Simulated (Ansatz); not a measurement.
# Converging the field response of a CaO (001) film

Aim: a convergence study of the equivalent conductor thickness of a CaO (001) film, with the cost of each setting.

Method: plane-wave DFT, PBE, Ansatz PAW, in the first sound run; inputs show where later runs differ, in Ansatz 0.2.0.

Report form: inputs, costs, results and the conclusion, without the logs.

## 1. Starting point

The cell holds 10 atoms: 5 Ca and 5 O. Cell: a = 3.401 Å, b = 3.401 Å, c = 27.620 Å, α = 90.0°, β = 90.0°, γ = 90.0°. It derives from CaO (rocksalt CaO). Vacuum lies along c.

## 2. Single point, setting first choice

The first choice: the default cutoff of 420 eV, a 8×8×1 mesh, 18 Å of vacuum, 0.1 V/Å and a tight threshold. Each later run changes one input against this one; other functionals and files bring their own cutoffs.

Input file input.yaml:

```yaml
crystal:
  lattice:
    - [3.40118362, 0.0, 0.0]
    - [0.0, 3.40118362, 0.0]
    - [0.0, 0.0, 27.62]
  atoms:
    - { symbol: Ca, position: [0.5, 0.5, 0.3258508327] }
    - { symbol: O, position: [0.0, 0.0, 0.3258508327] }
    - { symbol: Ca, position: [0.0, 0.0, 0.4129254164] }
    - { symbol: O, position: [0.5, 0.5, 0.4129254164] }
    - { symbol: Ca, position: [0.5, 0.5, 0.5] }
    - { symbol: O, position: [0.0, 0.0, 0.5] }
    - { symbol: Ca, position: [0.0, 0.0, 0.5870745836] }
    - { symbol: O, position: [0.5, 0.5, 0.5870745836] }
    - { symbol: Ca, position: [0.5, 0.5, 0.6741491673] }
    - { symbol: O, position: [0.0, 0.0, 0.6741491673] }
kpoints:
  mp_grid: { grid: [8, 8, 1] }
hamiltonian:
  xc: pbe
scf:
  occupations: { method: fixed }
  convergence: { dr2_threshold: 1.0e-10 }
efield:
  axis: 3
  dipole_correction: true
  ramp_position: 0.97
  ramp_width: 0.06
  amplitude: 0.1
output:
  write_potential: true
  write_density: true
  volumetric_format: npy
```

Launch:

```console
$ ansatz run input.yaml --threads 2 --pin off --max-ram 3072MiB --backend cpu --events-out ev --progress --plain --runs-dir out
```

Run time: 15 s. Hardware: 2 threads of Arm Neoverse V2, shared host; peak memory 0.57 GiB; 30 s of CPU time.

Numbers from this step:

| Quantity | Value |
| --- | --- |
| gap on the k-mesh | 2.654 eV |
| dipole along the normal | 0.06288 e·Å |
| equivalent conductor thickness p/(ε₀AE) | 9.837 Å |

Running mean over 2.405 Å of the planar mean, with the applied field; the ramp of the sawtooth is left out. Electron's electrostatic potential energy less the highest filled level against z:

z (Å), electron's electrostatic potential energy less the highest filled level (eV) and a bar from the least value:
```
        4       3.52 ###########################
        5       3.62 ###########################
        6       3.68 ###########################
        7       3.28 ##########################
        8      -1.55 #########
        9      -4.06 
       10      -4.17 
       11      -4.18 
       12      -4.19 
       13      -4.18 
       14      -4.16 
       15      -4.12 
       16      -4.07 
       17      -4.01 #
       18      -3.95 #
       19      -3.54 ##
       20       1.27 ###################
       21       4.06 ############################
       22       4.32 #############################
       23       4.44 ##############################
       24       4.54 ##############################
```

The dipole corresponds to a conductor 9.837 Å thick.

## 3. Single point, box 27.6 Å

input.yaml: that of step 2 with these lines changed.

```diff
@@ -29,2 +29,4 @@
   amplitude: 0.1
+basis:
+  ecutwfc: "250 eV"
 output:
```

Elapsed: 8.2 s, on 2 threads; peak memory 0.38 GiB.

The dipole corresponds to a conductor 9.867 Å thick, +0.31 % from the first choice, at 0.54 times its CPU time.

## 4. Single point, box 27.6 Å (run 2)

input.yaml: that of step 3 with these lines changed.

```diff
@@ -30,3 +30,3 @@
 basis:
-  ecutwfc: "250 eV"
+  ecutwfc: "330 eV"
 output:
```

Elapsed: 11 s, on 2 threads; peak memory 0.47 GiB; 22 s of CPU time.

The dipole corresponds to a conductor 9.839 Å thick, +0.03 % from the first choice, at 0.73 times its CPU time.

## 5. Run, box 27.6 Å

input.yaml: that of step 4 with these lines changed.

```diff
@@ -30,3 +30,3 @@
 basis:
-  ecutwfc: "330 eV"
+  ecutwfc: "600 eV"
 output:
```

Elapsed: 28 s, on 2 threads; peak memory 0.84 GiB.

The dipole corresponds to a conductor 9.837 Å thick, +0.00 % from the first choice, at 1.9 times its CPU time.

## 6. Run, box 27.6 Å (run 2)

input.yaml: that of step 5 with these lines changed.

```diff
@@ -17,3 +17,3 @@
 kpoints:
-  mp_grid: { grid: [8, 8, 1] }
+  mp_grid: { grid: [1, 1, 1] }
 hamiltonian:
@@ -29,4 +29,2 @@
   amplitude: 0.1
-basis:
-  ecutwfc: "600 eV"
 output:
```

Run time: 1.1 s. Hardware: 2 threads; peak memory 0.33 GiB.

The dipole corresponds to a conductor 12.056 Å thick, +22.56 % from the first choice, at 0.070 times its CPU time.

## 7. Single point, box 27.6 Å (run 3)

input.yaml: that of step 6 with these lines changed.

```diff
@@ -17,3 +17,3 @@
 kpoints:
-  mp_grid: { grid: [1, 1, 1] }
+  mp_grid: { grid: [2, 2, 1] }
 hamiltonian:
```

The job ended after 2 s (2 threads; peak memory 0.47 GiB).

The dipole corresponds to a conductor 10.122 Å thick, +2.90 % from the first choice, at 0.13 times its CPU time.

## 8. Run, box 27.6 Å (run 3)

input.yaml: that of step 7 with these lines changed.

```diff
@@ -17,3 +17,3 @@
 kpoints:
-  mp_grid: { grid: [2, 2, 1] }
+  mp_grid: { grid: [4, 4, 1] }
 hamiltonian:
```

Run time: 5.3 s. Hardware: 2 threads; peak memory 0.47 GiB; 10 s of CPU time.

The dipole corresponds to a conductor 9.839 Å thick, +0.02 % from the first choice, at 0.34 times its CPU time.

## 9. Run, box 27.6 Å (run 4)

input.yaml: that of step 8 with these lines changed.

```diff
@@ -17,3 +17,3 @@
 kpoints:
-  mp_grid: { grid: [4, 4, 1] }
+  mp_grid: { grid: [16, 16, 1] }
 hamiltonian:
```

Run time: 46 s. Hardware: 2 threads; peak memory 0.94 GiB; 92 s of CPU time.

The dipole corresponds to a conductor 9.837 Å thick, +0.00 % from the first choice, at 3.1 times its CPU time.

## 10. Single point, box 19.6 Å

The cell differs from the one that the last finished run ended in (c 27.620 → 19.620 Å).

input.yaml, the sections that differ from step 9:

```yaml
crystal:
  lattice:
    - [3.40118362, 0.0, 0.0]
    - [0.0, 3.40118362, 0.0]
    - [0.0, 0.0, 19.62]
  atoms:
    - { symbol: Ca, position: [0.5, 0.5, 0.254841998] }
    - { symbol: O, position: [0.0, 0.0, 0.254841998] }
    - { symbol: Ca, position: [0.0, 0.0, 0.377420999] }
    - { symbol: O, position: [0.5, 0.5, 0.377420999] }
    - { symbol: Ca, position: [0.5, 0.5, 0.5] }
    - { symbol: O, position: [0.0, 0.0, 0.5] }
    - { symbol: Ca, position: [0.0, 0.0, 0.622579001] }
    - { symbol: O, position: [0.5, 0.5, 0.622579001] }
    - { symbol: Ca, position: [0.5, 0.5, 0.745158002] }
    - { symbol: O, position: [0.0, 0.0, 0.745158002] }
kpoints:
  mp_grid: { grid: [8, 8, 1] }
# hamiltonian, scf, efield, output: as in step 9
```

It took 10 s on 2 threads; peak memory 0.47 GiB; 21 s of CPU time.

The dipole corresponds to a conductor 9.807 Å thick, -0.30 % from the first choice, at 0.70 times its CPU time.

## 11. Single point, box 23.6 Å

The cell differs from the one that the last finished run ended in (c 19.620 → 23.620 Å).

input.yaml, the sections that differ from step 10:

```yaml
crystal:
  lattice:
    - [3.40118362, 0.0, 0.0]
    - [0.0, 3.40118362, 0.0]
    - [0.0, 0.0, 23.62]
  atoms:
    - { symbol: Ca, position: [0.5, 0.5, 0.2963590178] }
    - { symbol: O, position: [0.0, 0.0, 0.2963590178] }
    - { symbol: Ca, position: [0.0, 0.0, 0.3981795089] }
    - { symbol: O, position: [0.5, 0.5, 0.3981795089] }
    - { symbol: Ca, position: [0.5, 0.5, 0.5] }
    - { symbol: O, position: [0.0, 0.0, 0.5] }
    - { symbol: Ca, position: [0.0, 0.0, 0.6018204911] }
    - { symbol: O, position: [0.5, 0.5, 0.6018204911] }
    - { symbol: Ca, position: [0.5, 0.5, 0.7036409822] }
    - { symbol: O, position: [0.0, 0.0, 0.7036409822] }
# kpoints, hamiltonian, scf, efield, output: as in step 10
```

Run time: 13 s. Hardware: 2 threads; peak memory 0.52 GiB; 26 s of CPU time.

The dipole corresponds to a conductor 9.836 Å thick, -0.00 % from the first choice, at 0.87 times its CPU time.

## 12. Run, box 35.6 Å

The cell differs from the one that the last finished run ended in (c 23.620 → 35.620 Å).

input.yaml, the sections that differ from step 11:

```yaml
crystal:
  lattice:
    - [3.40118362, 0.0, 0.0]
    - [0.0, 3.40118362, 0.0]
    - [0.0, 0.0, 35.62]
  atoms:
    - { symbol: Ca, position: [0.5, 0.5, 0.3649635036] }
    - { symbol: O, position: [0.0, 0.0, 0.3649635036] }
    - { symbol: Ca, position: [0.0, 0.0, 0.4324817518] }
    - { symbol: O, position: [0.5, 0.5, 0.4324817518] }
    - { symbol: Ca, position: [0.5, 0.5, 0.5] }
    - { symbol: O, position: [0.0, 0.0, 0.5] }
    - { symbol: Ca, position: [0.0, 0.0, 0.5675182482] }
    - { symbol: O, position: [0.5, 0.5, 0.5675182482] }
    - { symbol: Ca, position: [0.5, 0.5, 0.6350364964] }
    - { symbol: O, position: [0.0, 0.0, 0.6350364964] }
# kpoints, hamiltonian, scf, efield, output: as in step 11
```

Elapsed: 20 s, on 2 threads; peak memory 0.68 GiB.

The dipole corresponds to a conductor 9.837 Å thick, +0.01 % from the first choice, at 1.3 times its CPU time.

## 13. Run, box 27.6 Å (run 5)

input.yaml, the sections that differ from step 12:

```yaml
crystal:
  lattice:
    - [3.40118362, 0.0, 0.0]
    - [0.0, 3.40118362, 0.0]
    - [0.0, 0.0, 27.62]
  atoms:
    - { symbol: Ca, position: [0.5, 0.5, 0.3258508327] }
    - { symbol: O, position: [0.0, 0.0, 0.3258508327] }
    - { symbol: Ca, position: [0.0, 0.0, 0.4129254164] }
    - { symbol: O, position: [0.5, 0.5, 0.4129254164] }
    - { symbol: Ca, position: [0.5, 0.5, 0.5] }
    - { symbol: O, position: [0.0, 0.0, 0.5] }
    - { symbol: Ca, position: [0.0, 0.0, 0.5870745836] }
    - { symbol: O, position: [0.5, 0.5, 0.5870745836] }
    - { symbol: Ca, position: [0.5, 0.5, 0.6741491673] }
    - { symbol: O, position: [0.0, 0.0, 0.6741491673] }
efield:
  axis: 3
  dipole_correction: true
  ramp_position: 0.97
  ramp_width: 0.06
  amplitude: 0.005
# kpoints, hamiltonian, scf, output: as in step 12
```

Elapsed: 15 s, on 2 threads; peak memory 0.57 GiB; 29 s of CPU time.

The dipole corresponds to a conductor 9.836 Å thick, -0.01 % from the first choice, at 0.97 times its CPU time.

## 14. Single point, box 27.6 Å (run 4)

input.yaml: that of step 13 with these lines changed.

```diff
@@ -28,3 +28,3 @@
   ramp_width: 0.06
-  amplitude: 0.005
+  amplitude: 0.03
 output:
```

The job ended after 15 s (2 threads; peak memory 0.57 GiB; 29 s of CPU time).

The dipole corresponds to a conductor 9.835 Å thick, -0.01 % from the first choice, at 0.97 times its CPU time.

## 15. Run, box 27.6 Å (run 6)

input.yaml: that of step 14 with these lines changed.

```diff
@@ -28,3 +28,3 @@
   ramp_width: 0.06
-  amplitude: 0.03
+  amplitude: 0.3
 output:
```

The job ended after 15 s (2 threads; peak memory 0.57 GiB; 30 s of CPU time).

The dipole corresponds to a conductor 9.852 Å thick, +0.15 % from the first choice, at 1.0 times its CPU time.

## 16. Single point, box 27.6 Å (run 5)

input.yaml: that of step 15 with these lines changed.

```diff
@@ -22,3 +22,3 @@
   occupations: { method: fixed }
-  convergence: { dr2_threshold: 1.0e-10 }
+  convergence: { dr2_threshold: 0.0001 }
 efield:
@@ -28,3 +28,3 @@
   ramp_width: 0.06
-  amplitude: 0.3
+  amplitude: 0.1
 output:
```

It took 13 s on 2 threads; peak memory 0.57 GiB; 26 s of CPU time.

The dipole corresponds to a conductor 9.827 Å thick, -0.09 % from the first choice, at 0.89 times its CPU time.

## 17. Run, box 27.6 Å (run 7)

input.yaml: that of step 16 with these lines changed.

```diff
@@ -22,3 +22,3 @@
   occupations: { method: fixed }
-  convergence: { dr2_threshold: 0.0001 }
+  convergence: { dr2_threshold: 1.0e-06 }
 efield:
```

Wall time 13 s (2 threads); peak memory 0.57 GiB.

The dipole corresponds to a conductor 9.835 Å thick, -0.01 % from the first choice, at 0.89 times its CPU time.

## 18. Single point, box 27.6 Å (run 6)

input.yaml: that of step 17 with these lines changed.

```diff
@@ -22,3 +22,3 @@
   occupations: { method: fixed }
-  convergence: { dr2_threshold: 1.0e-06 }
+  convergence: { dr2_threshold: 1.0e-08 }
 efield:
```

Wall time 14 s (2 threads); peak memory 0.57 GiB; 28 s of CPU time.

The dipole corresponds to a conductor 9.837 Å thick, -0.00 % from the first choice, at 0.94 times its CPU time.

## 19. Run, box 27.6 Å (run 8)

This step: plane-wave DFT, LDA, Ansatz PAW (Ansatz 0.2.0).

input.yaml: that of step 18 with these lines changed.

```diff
@@ -19,6 +19,6 @@
 hamiltonian:
-  xc: pbe
+  xc: lda
 scf:
   occupations: { method: fixed }
-  convergence: { dr2_threshold: 1.0e-08 }
+  convergence: { dr2_threshold: 1.0e-10 }
 efield:
```

Wall time 15 s (2 threads); peak memory 0.56 GiB.

The dipole corresponds to a conductor 9.826 Å thick, -0.11 % from the first choice, at 1.0 times its CPU time.

## 20. Single point, box 27.6 Å (run 7)

This step: plane-wave DFT, r2SCAN, Ansatz PAW (Ansatz 0.2.0).

input.yaml: that of step 19 with these lines changed.

```diff
@@ -19,3 +19,3 @@
 hamiltonian:
-  xc: lda
+  xc: r2scan
 scf:
```

Wall time 35 s (2 threads); peak memory 1.1 GiB.

The dipole corresponds to a conductor 9.553 Å thick, -2.88 % from the first choice, at 2.3 times its CPU time.

## 21. Run, box 27.6 Å (run 9)

This step: plane-wave DFT, PBE, norm-conserving (Ansatz 0.2.0).

input.yaml: that of step 20 with these lines changed.

```diff
@@ -19,3 +19,4 @@
 hamiltonian:
-  xc: r2scan
+  xc: pbe
+  pseudopotentials: { kind: nc }
 scf:
```

Elapsed: 88 s, on 2 threads; peak memory 1.8 GiB.

The dipole corresponds to a conductor 9.828 Å thick, -0.09 % from the first choice, at 5.9 times its CPU time.

## 22. Run, box 27.6 Å (run 10)

This step: plane-wave DFT, PBE, JTH PAW (Ansatz 0.2.0).

input.yaml: that of step 21 with these lines changed.

```diff
@@ -20,3 +20,3 @@
   xc: pbe
-  pseudopotentials: { kind: nc }
+  pseudopotentials: { kind: paw, source: jth }
 scf:
```

The job ended after 1.7 min (2 threads; peak memory 2.3 GiB; 3.4 min of CPU time).

The dipole corresponds to a conductor 9.833 Å thick, -0.04 % from the first choice, at 6.8 times its CPU time.

## 23. The series together

Times are for 2 threads of Arm Neoverse V2, shared host. The runs compared:

| no. | setting | equivalent conductor thickness p/(ε₀AE) (Å) | time | memory (GiB) |
| --- | --- | --- | --- | --- |
| 1 | first choice | 9.837 | 15 s | 0.57 |
| 2 | cutoff 250 eV | 9.867 | 8.2 s | 0.38 |
| 3 | cutoff 330 eV | 9.839 | 11 s | 0.47 |
| 4 | cutoff 600 eV | 9.837 | 28 s | 0.84 |
| 5 | mesh 1x1 | 12.06 | 1.1 s | 0.33 |
| 6 | mesh 2x2 | 10.12 | 2 s | 0.47 |
| 7 | mesh 4x4 | 9.839 | 5.3 s | 0.47 |
| 8 | mesh 16x16 | 9.837 | 46 s | 0.94 |
| 9 | vacuum 10 Å | 9.807 | 10 s | 0.47 |
| 10 | vacuum 14 Å | 9.836 | 13 s | 0.52 |
| 11 | vacuum 26 Å | 9.837 | 20 s | 0.68 |
| 12 | field 0.005 V/Å | 9.836 | 15 s | 0.57 |
| 13 | field 0.03 V/Å | 9.835 | 15 s | 0.57 |
| 14 | field 0.3 V/Å | 9.852 | 15 s | 0.57 |
| 15 | SCF threshold 1e-04 eV | 9.827 | 13 s | 0.57 |
| 16 | SCF threshold 1e-06 eV | 9.835 | 13 s | 0.57 |
| 17 | SCF threshold 1e-08 eV | 9.837 | 14 s | 0.57 |
| 18 | LDA, Ansatz PAW (420 eV) | 9.826 | 15 s | 0.56 |
| 19 | r2SCAN, Ansatz PAW (500 eV) | 9.553 | 35 s | 1.1 |
| 20 | PBE, norm-conserving (1240 eV) | 9.828 | 88 s | 1.8 |
| 21 | PBE, JTH PAW (1380 eV) | 9.833 | 1.7 min | 2.3 |

## 24. Results

```json
{"equivalent conductor thickness, first choice": "9.837 Å", "equivalent conductor thickness, cutoff 600 eV": "9.837 Å", "equivalent conductor thickness, mesh 1x1": "12.06 Å", "equivalent conductor thickness, mesh 2x2": "10.12 Å", "equivalent conductor thickness, vacuum 26 Å": "9.837 Å", "equivalent conductor thickness, LDA, Ansatz PAW (420 eV)": "9.826 Å", "equivalent conductor thickness, r2SCAN, Ansatz PAW (500 eV)": "9.553 Å"}
```

**Reading.** The first choice gives 9.84 Å. Numerical settings off by more than 1 % against it: mesh 1x1 (+22.6 %) and mesh 2x2 (+2.9 %). The cheapest single change that stays within 0.5 % is mesh 4x4, at 34 % of the CPU time. Functionals and files move it by -0.1 % (LDA, Ansatz PAW (420 eV)), -2.9 % (r2SCAN, Ansatz PAW (500 eV)), -0.1 % (PBE, norm-conserving (1240 eV)) and under 0.1 % (PBE, JTH PAW (1380 eV)). The film is symmetric and its atoms are held, so the dipole is the electronic response to the field alone. Times of a few seconds on a shared host rank the settings only roughly. In 1 run of the series (vacuum 10 Å) the program warns that electrons reach the sawtooth's ramp, which makes dipole and work function less sure.

[Long decimals in the printed logs are rounded to 6 places.]

[Logs are printed without paths, hosts, clocks, repeated set-up lines and the standing remarks that a program may print on its own settings, such as how far it seeks lower states.]

[Hosts, paths, dates, database ids (printed as entryN), source tags and the programs' standing remarks are cut or masked in the printed files.]

[Maps of the electrostatic potential energy from Ansatz leave out the sawtooth potential of an applied field or a dipole correction, so their vacuum need not be flat; planar profiles and work functions include it.]
